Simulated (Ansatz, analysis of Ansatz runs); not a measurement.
**A hop of H in BaH2 (Pnma), charge +1**

Aim: the barrier of one jump in BaH2 (Pnma) at charge +1: V_H hop (3.0 Å). The model is a cell of 48 host atoms with 1 H taken out; H is the atom that moves.

Method: plane-wave PAW DFT, LDA; nudged elastic band between two relaxed defect structures at fixed charge in a uniform background, in Ansatz 0.2.0.

**1. The system as given**

The cell holds 47 atoms: 16 Ba and 31 H. Its edges and angles: a = 10.845 Å, b = 10.845 Å, c = 10.845 Å, α = 105.9°, β = 135.9°, γ = 90.4°. It derives from BaH2 (space group Pnma). Nearest the centre at fractional (0.687, 0.342, 0.655): H46 at 1.52 Å, Ba7 at 2.13 Å, Ba11 at 2.27 Å, H28 at 2.81 Å, H20 at 2.98 Å, Ba4 at 3.11 Å, H44 at 3.26 Å, H21 at 3.27 Å. The cell carries charge +1.

The cell's shortest repeat is 8.1 Å.

**2. Relaxation of the start point, charge +1**

The ends come first: from an unrelaxed start the top is counted from too high an energy, and the barrier comes out too low. Small random displacements break the symmetry of the ideal sites, so that the defect can distort if it gains by it. The charge of +1 is set by the electron count, and a uniform background keeps the cell neutral.

The input, qp1.start/input.yaml:

```yaml
crystal:
  lattice:
    - [-6.53156124, 4.07331751, 7.63914472]
    - [6.53156124, -4.07331751, 7.63914472]
    - [6.53156124, 4.07331751, -7.63914472]
  atoms:
    - { symbol: Ba, position: [0.31925945, 0.07412116, 0.0048617] }
    - { symbol: Ba, position: [0.31925945, 0.57412116, 0.5048617] }
    - { symbol: Ba, position: [0.81925945, 0.07412116, 0.5048617] }
    - { symbol: Ba, position: [0.81925945, 0.57412116, 0.0048617] }
    - { symbol: Ba, position: [0.18074055, 0.42587884, 0.9951383] }
    - { symbol: Ba, position: [0.18074055, 0.92587884, 0.4951383] }
    - { symbol: Ba, position: [0.68074055, 0.42587884, 0.4951383] }
    - { symbol: Ba, position: [0.68074055, 0.92587884, 0.9951383] }
    - { symbol: Ba, position: [0.18074055, 0.18560225, 0.2548617] }
    - { symbol: Ba, position: [0.18074055, 0.68560225, 0.7548617] }
    - { symbol: Ba, position: [0.68074055, 0.18560225, 0.7548617] }
    - { symbol: Ba, position: [0.68074055, 0.68560225, 0.2548617] }
    - { symbol: Ba, position: [0.31925945, 0.31439775, 0.7451383] }
    - { symbol: Ba, position: [0.31925945, 0.81439775, 0.2451383] }
    - { symbol: Ba, position: [0.81925945, 0.31439775, 0.2451383] }
    - { symbol: Ba, position: [0.81925945, 0.81439775, 0.7451383] }
    - { symbol: H, position: [0.46988562, 0.10861387, 0.88872825] }
    - { symbol: H, position: [0.46988562, 0.60861387, 0.38872825] }
    - { symbol: H, position: [0.96988562, 0.10861387, 0.38872825] }
    - { symbol: H, position: [0.96988562, 0.60861387, 0.88872825] }
    - { symbol: H, position: [0.03011438, 0.39138613, 0.11127175] }
    - { symbol: H, position: [0.03011438, 0.89138613, 0.61127175] }
    - { symbol: H, position: [0.53011438, 0.89138613, 0.11127175] }
    - { symbol: H, position: [0.03011438, 0.41884263, 0.63872825] }
    - { symbol: H, position: [0.03011438, 0.91884263, 0.13872825] }
    - { symbol: H, position: [0.53011438, 0.41884263, 0.13872825] }
    - { symbol: H, position: [0.53011438, 0.91884263, 0.63872825] }
    - { symbol: H, position: [0.46988562, 0.08115737, 0.36127175] }
    - { symbol: H, position: [0.46988562, 0.58115737, 0.86127175] }
    - { symbol: H, position: [0.96988562, 0.08115737, 0.86127175] }
    - { symbol: H, position: [0.96988562, 0.58115737, 0.36127175] }
    - { symbol: H, position: [0.33911477, 0.13913338, 0.55001861] }
    - { symbol: H, position: [0.33911477, 0.63913338, 0.05001861] }
    - { symbol: H, position: [0.83911477, 0.13913338, 0.05001861] }
    - { symbol: H, position: [0.83911477, 0.63913338, 0.55001861] }
    - { symbol: H, position: [0.16088523, 0.36086662, 0.44998139] }
    - { symbol: H, position: [0.16088523, 0.86086662, 0.94998139] }
    - { symbol: H, position: [0.66088523, 0.36086662, 0.94998139] }
    - { symbol: H, position: [0.66088523, 0.86086662, 0.44998139] }
    - { symbol: H, position: [0.16088523, 0.21090384, 0.80001861] }
    - { symbol: H, position: [0.16088523, 0.71090384, 0.30001861] }
    - { symbol: H, position: [0.66088523, 0.21090384, 0.30001861] }
    - { symbol: H, position: [0.66088523, 0.71090384, 0.80001861] }
    - { symbol: H, position: [0.33911477, 0.28909616, 0.19998139] }
    - { symbol: H, position: [0.33911477, 0.78909616, 0.69998139] }
    - { symbol: H, position: [0.83911477, 0.28909616, 0.69998139] }
    - { symbol: H, position: [0.83911477, 0.78909616, 0.19998139] }
total_charge: 1
basis:
  ecutwfc: 420
  xc_grid: 2
hamiltonian:
  xc: lda
kpoints:
  mp_grid: { grid: [1, 1, 1], shift: [0.25, 0.25, 0.25] }
scf:
  occupations: { method: fixed }
  max_iter: 80
output:
  forces: true
relax:
  f_tol: 0.02
  max_steps: 70
  random_displacement: { amplitude: 0.03, seed: 9864 }
```

On the command line:

```bash
ansatz run input.yaml --threads 4 --pin off --max-ram 7536MiB --backend cpu --events-out ev --progress --plain --runs-dir out
```

Output:

```text
The last accepted step is kept in <dir> (removed where the run ends without a failure and the disk answers)
Engine: ansatz 0.2.0, aarch64-unknown-linux-gnu
Pseudopotentials: kind: paw
Pseudopotential: Ba, paw, valence charge 10, recommended cutoff 420 eV (normal), Ba.paw.azcp
Pseudopotential: H, paw, valence charge 1, recommended cutoff 420 eV (normal), H.paw.azcp
Functional definition: SPW92
  exchange = slater_x
  correlation = pw_c
Crystal: 47 atoms, lattice volume = 812.962 Å³
Basis set: ecut = 420 eV, 15881 PW (Γ), exchange–correlation on 150×150×150 points (8 copies of the dense FFT grid, shifted against one another)
Bands: 142, of which v1, the nominal top of the filled ones, is band 95 counted from 1 (94 counted from 0)
Symmetry: 1 space group operations
k-points: 1
Non-local potential: Ba, projectors of the file, l = 0: 3, l = 1: 2, l = 2: 2, l = 3: 2
Non-local potential: H, projectors of the file, l = 0: 2, l = 1: 1
PAW form: soft (Blöchl's): semilocal exchange-correlation on the pseudo side does not see the compensation charge
PAW frozen core: Ba, regenerated for the run's functional, and the local potential with it (the file was generated under x = pbe(κ = 0.804, μ = 0.219515), c = pbe(β = 0.066725))
PAW one-centre angular grid: Ba, 194 points (default); XC on 64 Gauss nodes
PAW one-centre angular grid: H, 110 points (default); XC on 64 Gauss nodes
Initial density: superposition of atomic densities (neutral atoms scaled as one to the charged cell's electrons: chi_scale 0, normalization atom), corrected by the library's trained network
Initial wavefunctions: pseudopotential atomic-orbital guess
Functional: x = slater, c = lda
SCF iter   1: F=—  HF=-92990.210309 eV  |F-HF|=—  |Δ(HF+E_count)|=         —  Δρ=1.09e-2  dr2=1.34e0  ethr=1.77e-3  ⟨swp⟩=7.0  Hψ=455  notcnv=0  defer=45
preconditioner: auto → Resta (q_TF=auto, 2.141 Å⁻¹)  ε∞=2.8  [insulator: Δε(μ)=2.193 eV  Ē_g=12.092 eV  n_scr=138 (ndim 8)  ℏωp=16.4 eV  f_vac=0.000  ε∞_Penn≈2.8]
SCF iter   2: F=—  HF=-92989.800991 eV  |F-HF|=—  |Δ(HF+E_count)|=   4.09e-1  Δρ=4.20e-3  dr2=2.23e-1  ethr=7.05e-4  ⟨swp⟩=3.0  Hψ=189  notcnv=0  defer=45
SCF iter   3: F=—  HF=-92989.735960 eV  |F-HF|=—  |Δ(HF+E_count)|=   6.50e-2  Δρ=7.93e-4  dr2=1.17e-2  ethr=1.18e-4  ⟨swp⟩=4.0  Hψ=183  notcnv=0  defer=22
automatic band count: iteration 3 solves 119 bands in place of 142: the levels show a gap, and the empty bands left out lie too high to hold charge; the band table lists the bands solved (type scf.n_extra_bands for more)
SCF iter   4: F=—  HF=-92989.738184 eV  |F-HF|=—  |Δ(HF+E_count)|=   2.22e-3  Δρ=2.08e-4  dr2=1.06e-3  ethr=6.13e-6  ⟨swp⟩=4.0  Hψ=184  notcnv=0  defer=22
SCF iter   5: F=—  HF=-92989.738839 eV  |F-HF|=—  |Δ(HF+E_count)|=   6.54e-4  Δρ=5.45e-5  dr2=3.91e-5  ethr=5.56e-7  ⟨swp⟩=3.0  Hψ=201  notcnv=0  defer=22
SCF iter   6: F=-92989.738868 eV  HF=-92989.738868 eV  |F-HF|=7.59e-8  |Δ(HF+E_count)|=   2.97e-5  Δρ=1.06e-5  dr2=1.03e-6  ethr=5.26e-9  ⟨swp⟩=5.0  Hψ=413  notcnv=0
SCF 1 converged in 6 iterations: F = -92989.738868 eV  dr2 = 1.03e-6
  greatest PAW one-centre occupation: 0.956 electrons in one spin orbital (limit 2), on the Ba atom at site 3 (counted from 0), in its partial waves of l = 0
relax step   1: F+E_penalty+E_count = -92989.73886837 eV  Δ(F+E_penalty+E_count) = +0.000e0 eV  max|allowed force component| = 7.344e-1 eV/Å  Δτ_max = 0.0000 Å  (6 SCF iters, dr2 threshold 1.00e-5 eV, accepted)
[... the SCF cycles and remarks between the steps are left out from here to the last step ...]
relax step   2: F+E_penalty+E_count = -92990.04881622 eV  Δ(F+E_penalty+E_count) = -3.099e-1 eV  max|allowed force component| = 5.367e-1 eV/Å  Δτ_max = 0.1950 Å  (5 SCF iters, dr2 threshold 3.37e-5 eV, accepted)
relax step   3: F+E_penalty+E_count = -92990.25835868 eV  Δ(F+E_penalty+E_count) = -2.095e-1 eV  max|allowed force component| = 7.649e-2 eV/Å  Δτ_max = 0.2000 Å  (5 SCF iters, dr2 threshold 1.80e-5 eV, accepted)
SCF iter   1: F=—  HF=-92990.283650 eV  |F-HF|=—  |Δ(HF+E_count)|=         —  Δρ=1.64e-3  dr2=3.07e-2  ethr=1.45e-4  ⟨swp⟩=5.0  Hψ=201  notcnv=0  defer=21
automatic band count: iteration 1 solves 119 bands in place of 142: the levels show a gap, and the empty bands left out lie too high to hold charge; the band table lists the bands solved (type scf.n_extra_bands for more)
SCF iter   2: F=—  HF=-92990.276734 eV  |F-HF|=—  |Δ(HF+E_count)|=   6.92e-3  Δρ=8.58e-4  dr2=8.43e-3  ethr=1.62e-5  ⟨swp⟩=2.0  Hψ=128  notcnv=0  defer=22
SCF iter   3: F=—  HF=-92990.274271 eV  |F-HF|=—  |Δ(HF+E_count)|=   2.46e-3  Δρ=7.19e-5  dr2=5.50e-5  ethr=4.44e-6  ⟨swp⟩=3.0  Hψ=134  notcnv=0  defer=22
SCF iter   4: F=—  HF=-92990.274677 eV  |F-HF|=—  |Δ(HF+E_count)|=   4.06e-4  Δρ=1.79e-5  dr2=3.63e-6  ethr=2.89e-8  ⟨swp⟩=2.0  Hψ=179  notcnv=0  defer=22
SCF iter   5: F=—  HF=-92990.274677 eV  |F-HF|=—  |Δ(HF+E_count)|=   2.40e-7  Δρ=3.66e-6  dr2=1.79e-7  ethr=1.91e-9  ⟨swp⟩=2.0  Hψ=165  notcnv=0  defer=22
SCF iter   6: F=-92990.274677 eV  HF=-92990.274677 eV  |F-HF|=1.06e-9  |Δ(HF+E_count)|=   5.66e-9  Δρ=8.15e-7  dr2=8.33e-9  ethr=5.26e-11  ⟨swp⟩=4.0  Hψ=408  notcnv=0
SCF 4 converged in 6 iterations: F = -92990.274677 eV  dr2 = 8.33e-9
relax step   4: F+E_penalty+E_count = -92990.27467652 eV  Δ(F+E_penalty+E_count) = -1.632e-2 eV  max|allowed force component| = 1.533e-2 eV/Å  Δτ_max = 0.0550 Å  (6 SCF iters, accepted)
SCF converged after 6 iterations
Free energy (F): -92990.274677 eV
Harris-Foulkes:  -92990.274677 eV  (|F-HF|=1.06e-9)
Internal energy: -92990.274677 eV  (E = F + TS)
E sigma→0 (E₀):  -92990.274677 eV
Fermi energy:    4.969974 eV
--- Per-component energies (eV) ---
  E_band       = -935.691053
  E_kinetic    = 3106.916356
  E_local      = -4851.860877  (includes V_loc(G=0)·N_el)
  E_nonlocal   = 1000.062081
  E_hartree    = 1487.250670
  E_xc         = -2943.893953
  E_vxc        = -2530.719252  (∫ρ·V_xc dr)
  E_paw        = -80935.669799  (= ΣΔE_a)
  E_vpaw       = -634.557197  (= ΣTr[D̂ρ^β])
  E_aug_tail   = -0.033684  (compensation charges beyond the density's cutoff)
  E_ewald      = -9857.565718
  E_core_change = 4.520250  (= ΣΔE_core)
  E_smearing   = -0.000000  (= −TS)
  E_closure    = 0.000000  (closes the sum)
  E_deformation_potential = 14.981233  (in the stress; not in F)
  Σ components = -92990.274677   (vs F -92990.274677, Δ=0.00e0)
--- Forces (eV/Å), atoms counted from 1 ---
  atom   1  Ba     0.00126106     0.00122069     0.00078096
  atom   2  Ba     0.00147841    -0.00160330     0.00990249
  [... 1 atom left out ...]
  atom   4  Ba     0.00188815     0.00015983     0.00911275
  [... 2 atoms left out ...]
  atom   7  Ba    -0.00202002     0.00120996    -0.00282954
  [... 3 atoms left out ...]
  atom  11  Ba     0.00005626    -0.00693209    -0.01403829
  [... 8 atoms left out ...]
  atom  20  H      0.00747049    -0.00331341    -0.00294910
  atom  21  H     -0.00204338     0.00056578     0.00728795
  [... 6 atoms left out ...]
  atom  28  H      0.00082709    -0.00045356    -0.00061631
  [... 9 atoms left out ...]
  atom  38  H     -0.00397392     0.00278690    -0.00277091
  [... 3 atoms left out ...]
  atom  42  H     -0.00049937    -0.00071862    -0.00031600
  [... 1 atom left out ...]
  atom  44  H      0.00205330     0.00591152     0.01023010
  [... 1 atom left out ...]
  atom  46  H      0.00321965    -0.00573688     0.00856789
  [... 1 atom left out ...]
  max |Σ_I F_I| component: 1.12e-5 eV/Å
--- Relaxed structure (4 steps of the walk, 4 accepted, 0 SCFs on fresh bases) ---
  F+E_penalty+E_count = -92990.27467652 eV   max|allowed force component| = 1.533e-2 eV/Å
  atoms:
    - { symbol: Ba, position: [0.322233, 0.077498, 0.007892] }
    - { symbol: Ba, position: [0.313852, 0.582234, 0.503833] }
    [... 1 atom left out ...]
    - { symbol: Ba, position: [0.828131, 0.582558, 0.018081] }
    [... 2 atoms left out ...]
    - { symbol: Ba, position: [0.694259, 0.431461, 0.486582] }
    [... 3 atoms left out ...]
    - { symbol: Ba, position: [0.677347, 0.166828, 0.749136] }
    [... 8 atoms left out ...]
    - { symbol: H, position: [0.965040, 0.604489, 0.881959] }
    - { symbol: H, position: [0.019712, 0.387518, 0.117000] }
    [... 6 atoms left out ...]
    - { symbol: H, position: [0.466860, 0.080236, 0.362876] }
    [... 9 atoms left out ...]
    - { symbol: H, position: [0.649664, 0.358248, 0.923739] }
    [... 3 atoms left out ...]
    - { symbol: H, position: [0.667292, 0.211724, 0.293944] }
    [... 1 atom left out ...]
    - { symbol: H, position: [0.349698, 0.297859, 0.225017] }
    [... 1 atom left out ...]
    - { symbol: H, position: [0.822450, 0.297781, 0.697402] }
    [... 1 atom left out ...]
```

Wall time 28 s (4 threads of Arm Neoverse V2, shared host); peak memory 0.85 GiB.

In the SCF lines HF is the Harris–Foulkes energy and dr2 the Hartree energy of the density residual, in eV; the loop may stop once dr2 is under the threshold and the program's other checks hold. Hψ counts applications of the Hamiltonian.

Step by step:

| step | energy less that of the first step (eV) | largest force component (eV/Å) |
| --- | --- | --- |
| 1 | 0.0000 | 0.7344 |
| 2 | -0.3099 | 0.5367 |
| 3 | -0.5195 | 0.0765 |
| 4 | -0.5358 | 0.0153 |

The atoms that moved most (Å, from the sites as typed, ahead of the random displacement, the mean shift of all atoms taken out):

| atom | dx | dy | dz | length |
| --- | --- | --- | --- | --- |
| Ba7 | -0.109 | 0.000 | 0.210 | 0.236 |
| H38 | -0.116 | -0.140 | 0.094 | 0.204 |
| H36 | -0.119 | 0.139 | 0.091 | 0.204 |
| Ba9 | -0.140 | -0.042 | -0.129 | 0.196 |
| H44 | 0.151 | 0.112 | -0.045 | 0.193 |
| Ba11 | -0.139 | 0.042 | -0.127 | 0.193 |
| H46 | 0.148 | -0.112 | -0.042 | 0.190 |
| H21 | 0.079 | -0.001 | -0.154 | 0.173 |

Neighbours of H46 at the end:

| atom | distance (Å) |
| --- | --- |
| Ba11 | 2.545 |
| Ba7 | 2.559 |
| Ba5 | 2.583 |
| Ba3 | 2.688 |
| H28 | 2.945 |
| H30 | 3.028 |
| H20 | 3.047 |
| H21 | 3.129 |
| H24 | 3.163 |
| H40 | 3.163 |
| H42 | 3.164 |

Read from the output:

- free energy: -92990.2747 eV
- largest move from the ideal geometry of this structure, a common shift of the far atoms taken out: 0.2333 Å

The relaxation gained 0.536 eV and ended with a largest force component of 0.015 eV/Å.

**3. Relaxation of the end point, charge +1**

The end point is relaxed in the same cell and settings, so that the two energies compare.

The input, qp1.end/input.yaml:

```yaml
crystal:
  lattice:
    - [-6.53156124, 4.07331751, 7.63914472]
    - [6.53156124, -4.07331751, 7.63914472]
    - [6.53156124, 4.07331751, -7.63914472]
  atoms:
    - { symbol: Ba, position: [0.31925945, 0.07412116, 0.0048617] }
    - { symbol: Ba, position: [0.31925945, 0.57412116, 0.5048617] }
[... 1 atom line left out ...]
    - { symbol: Ba, position: [0.81925945, 0.57412116, 0.0048617] }
    - { symbol: Ba, position: [0.18074055, 0.42587884, 0.9951383] }
[... 1 atom line left out ...]
    - { symbol: Ba, position: [0.68074055, 0.42587884, 0.4951383] }
[... 3 atom lines left out ...]
    - { symbol: Ba, position: [0.68074055, 0.18560225, 0.7548617] }
[... 8 atom lines left out ...]
    - { symbol: H, position: [0.96988562, 0.60861387, 0.88872825] }
    - { symbol: H, position: [0.03011438, 0.39138613, 0.11127175] }
[... 6 atom lines left out ...]
    - { symbol: H, position: [0.46988562, 0.08115737, 0.36127175] }
[... 3 atom lines left out ...]
    - { symbol: H, position: [0.33911477, 0.13913338, 0.55001861] }
[... 5 atom lines left out ...]
    - { symbol: H, position: [0.66088523, 0.36086662, 0.94998139] }
[... 3 atom lines left out ...]
    - { symbol: H, position: [0.66088523, 0.21090384, 0.30001861] }
[... 1 atom line left out ...]
    - { symbol: H, position: [0.33911477, 0.28909616, 0.19998139] }
[... 1 atom line left out ...]
    - { symbol: H, position: [0.534589, 0.395508, 0.610919] }
    - { symbol: H, position: [0.83911477, 0.78909616, 0.19998139] }
total_charge: 1
basis:
  ecutwfc: 420
  xc_grid: 2
hamiltonian:
  xc: lda
kpoints:
  mp_grid: { grid: [1, 1, 1], shift: [0.25, 0.25, 0.25] }
scf:
  occupations: { method: fixed }
  max_iter: 80
output:
  forces: true
relax:
  f_tol: 0.02
  max_steps: 70
  random_displacement: { amplitude: 0.03, seed: 9864 }
```

Output:

```text
[...]
Crystal: 47 atoms, lattice volume = 812.962 Å³
Basis set: ecut = 420 eV, 15881 PW (Γ), exchange–correlation on 150×150×150 points (8 copies of the dense FFT grid, shifted against one another)
Bands: 142, of which v1, the nominal top of the filled ones, is band 95 counted from 1 (94 counted from 0)
Symmetry: 1 space group operations
k-points: 1
[...]
SCF iter   1: F=—  HF=-92990.344635 eV  |F-HF|=—  |Δ(HF+E_count)|=         —  Δρ=1.09e-2  dr2=1.20e0  ethr=1.77e-3  ⟨swp⟩=9.0  Hψ=457  notcnv=0  defer=45
[...]
SCF iter   6: F=-92989.904414 eV  HF=-92989.904414 eV  |F-HF|=2.17e-8  |Δ(HF+E_count)|=   7.72e-6  Δρ=8.11e-6  dr2=5.43e-7  ethr=5.26e-9  ⟨swp⟩=5.0  Hψ=409  notcnv=0
SCF 1 converged in 6 iterations: F = -92989.904414 eV  dr2 = 5.43e-7
[...]
F+E_penalty+E_count = -92990.34716213 eV   max|allowed force component| = 1.616e-2 eV/Å
  atoms:
    - { symbol: Ba, position: [0.323575, 0.079395, 0.005285] }
    - { symbol: Ba, position: [0.318394, 0.572269, 0.503337] }
    [... 1 atom left out ...]
    - { symbol: Ba, position: [0.819293, 0.577896, 0.008010] }
    [... 2 atoms left out ...]
    - { symbol: Ba, position: [0.676644, 0.428516, 0.490708] }
    [... 3 atoms left out ...]
    - { symbol: Ba, position: [0.672037, 0.183544, 0.760957] }
    [... 8 atoms left out ...]
    - { symbol: H, position: [0.965802, 0.596509, 0.880125] }
    - { symbol: H, position: [0.018387, 0.388213, 0.093942] }
    [... 6 atoms left out ...]
    - { symbol: H, position: [0.498288, 0.101051, 0.387523] }
    [... 9 atoms left out ...]
    - { symbol: H, position: [0.659867, 0.367098, 0.956669] }
    [... 3 atoms left out ...]
    - { symbol: H, position: [0.665896, 0.211717, 0.310357] }
    [... 1 atom left out ...]
    - { symbol: H, position: [0.340642, 0.292751, 0.201567] }
    [... 1 atom left out ...]
    - { symbol: H, position: [0.543769, 0.388223, 0.619337] }
    [... 1 atom left out ...]
[key lines of the parts left out:]
SCF converged after 6 iterations
Free energy (F): -92990.347162 eV
Fermi energy:    4.934712 eV
```

The job ended after 29 s (4 threads; peak memory 0.86 GiB).

Step by step:

| step | energy less that of the first step (eV) | largest force component (eV/Å) |
| --- | --- | --- |
| 1 | 0.0000 | 0.8289 |
| 2 | -0.2609 | 0.4977 |
| 3 | -0.4261 | 0.0793 |
| 4 | -0.4427 | 0.0162 |

The atoms that moved most (Å, from the sites as typed, ahead of the random displacement, the mean shift of all atoms taken out):

| atom | dx | dy | dz | length |
| --- | --- | --- | --- | --- |
| H28 | 0.115 | 0.144 | 0.167 | 0.249 |
| H30 | 0.115 | -0.144 | 0.166 | 0.248 |
| Ba3 | -0.192 | 0.000 | -0.014 | 0.192 |
| Ba11 | 0.082 | 0.000 | -0.130 | 0.154 |
| H24 | 0.035 | 0.000 | -0.131 | 0.135 |
| H46 | -0.053 | 0.104 | -0.051 | 0.127 |
| H20 | -0.109 | 0.000 | -0.059 | 0.124 |
| H21 | -0.058 | -0.103 | 0.017 | 0.120 |

Neighbours of H46 at the end:

| atom | distance (Å) |
| --- | --- |
| Ba7 | 2.725 |
| Ba4 | 2.827 |
| Ba11 | 2.841 |
| Ba2 | 2.929 |
| Ba9 | 2.959 |
| H38 | 2.979 |
| H32 | 3.037 |
| H36 | 3.059 |
| H44 | 3.084 |

Read from the output:

```yaml
free_energy: -92990.3472 eV
largest_move_from_the_ideal_geometry_of_this_structure_a_common_shift_of_the_far_atoms_taken_out: 0.2487 Å
```

The relaxation gained 0.443 eV and ended with a largest force component of 0.016 eV/Å. The end lies 0.072 eV below the start.

[end of part 1 of 3]

[Long decimals in the printed logs are rounded to 6 places.]

[Repeated set-up lines and some long k-point lines are left out of the logs, and relaxed atomic positions are cut to six decimals.]

[Logs are printed without paths, hosts, clocks, repeated set-up lines and the standing remarks that a program may print on its own settings, such as how far it seeks lower states.]

[Hosts, paths, dates, database ids (printed as entryN), source tags and the programs' standing remarks are cut or masked in the printed files.]
